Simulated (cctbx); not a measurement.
## What is wrong with this refinement?

Cell a = 6.7740 Å, b = 7.8160 Å, c = 9.8400 Å, α = 90.00°, β = 90.00°, γ = 90.00°; space group Pnma (no. 62). The compound is Mn2S3Br.

The data are simulated with cctbx, not measured: Mo Kα, λ = 0.71073 Å, to d = 0.84 Å, 50 % of the full sphere, strongest reflection 70000 counts, noise from counting, a 6 % proportional error and a noise floor of 2 counts (s.d.); no absorption, and some extinction, which the refinements don't model.

An anisotropic refinement with weights 1/σ² prints:

```text
Rint 0.046, 478 unique reflections to 0.84 A
cycle     R1     wR2    GooF  max shift (A)
   1  0.3526  0.7089  16.600   0.01364
   3  0.1159  0.3074   7.199   0.00003
final R1 0.1158 wR2 0.3074 GooF 7.199  parameters 33  data/parameter 14.5
atom        x        y        z      Ueq    occ   su(xyz)  su(Uiso or U11)
Br1    0.64826  0.25000  0.95837   0.0097  1.000  0.00033  0.0016
Mn1    0.80583  0.75000  0.74685  -0.0042  1.000  0.00048  0.0021  NPD
Mn2    0.00000  0.00000  0.00000   0.0107  1.000  0.00000  0.0024  NPD
Cr1    0.44100  0.06769  0.27982   0.0201  1.000  0.00050  0.0022
S1     0.82904  0.75000  0.98072  -0.0031  1.000  0.00067  0.0022  NPD
difference map: max 10.61 min -2.71 rms 1.02
Q1    0.1555  0.2500  0.5464    4   10.84  0.07 A from Br1
Q2    0.1796  0.2500  0.2583    4    7.80  0.11 A from Mn1
Q3    0.0000  0.0000  0.0000    4    6.81  0.00 A from Mn2
Q4    0.1810  0.2500  0.0182    4    3.67  0.07 A from S1
Q5    0.0329  0.5705  0.2617    8    1.60  1.31 A from Cr1
Q6    0.0635  0.7500  0.6183    4    1.60  2.05 A from S1
```

Q: Accept it or mend it, and why?

Mend it. The fault: wrong element: Cr1 is S. Against the right model at the same level, R1 goes from 0.0170 to 0.1158 and GooF from 0.94 to 7.20, U of S1 shrinks from 0.0099 to -0.0031 Å², U of Mn1 shrinks from 0.0086 to -0.0042 Å², U of Br1 shrinks from 0.0218 to 0.0097 Å², U of Mn2 shrinks from 0.0239 to 0.0107 Å², the top difference peak, 10.8 e/Å³, lies on Br1 and Mn1, Mn2 and S1 go non-positive-definite. Cr1 has 8 electrons too many and its U swells to shed them, as expected.

The compound is Mn2S3Br. The right model at the same level gives:

```text
Rint 0.046, 478 unique reflections to 0.84 A
cycle     R1     wR2    GooF  max shift (A)
   1  0.0790  0.2841   6.653   0.01224
   2  0.0170  0.0399   0.935   0.00002
final R1 0.0170 wR2 0.0399 GooF 0.935  parameters 33  data/parameter 14.5
atom        x        y        z      Ueq    occ   su(xyz)  su(Uiso or U11)
Br1    0.64845  0.25000  0.95818   0.0218  1.000  0.00004  0.0002
Mn1    0.80641  0.75000  0.74689   0.0086  1.000  0.00006  0.0003
Mn2    0.00000  0.00000  0.00000   0.0239  1.000  0.00000  0.0003
S1     0.44134  0.06761  0.27987   0.0093  1.000  0.00006  0.0003
S2     0.82887  0.75000  0.98081   0.0099  1.000  0.00009  0.0003
difference map: max 0.41 min -0.42 rms 0.11
Q1    0.2233  0.7500  0.6837    4    0.41  0.89 A from Mn1
Q2    0.0513  0.2500  0.7117    4    0.38  1.80 A from Br1
Q3    0.1863  0.1574  0.0875    8    0.37  0.99 A from S2
Q4    0.1178  0.0182  0.9134    8    0.37  1.18 A from Mn2
Q5    0.0146  0.2500  0.5762    4    0.36  0.97 A from Br1
Q6    0.9904  0.1053  0.8683    8    0.35  1.54 A from Mn2
```

The model was made for the exercise: a known structure type with other elements put in, its volume estimated, not relaxed; displacement parameters are assumed.

[Middle refinement cycles are left out of these outputs.]

[Logs are printed without paths, hosts, clocks, repeated set-up lines and the standing remarks that a program may print on its own settings, such as how far it seeks lower states.]
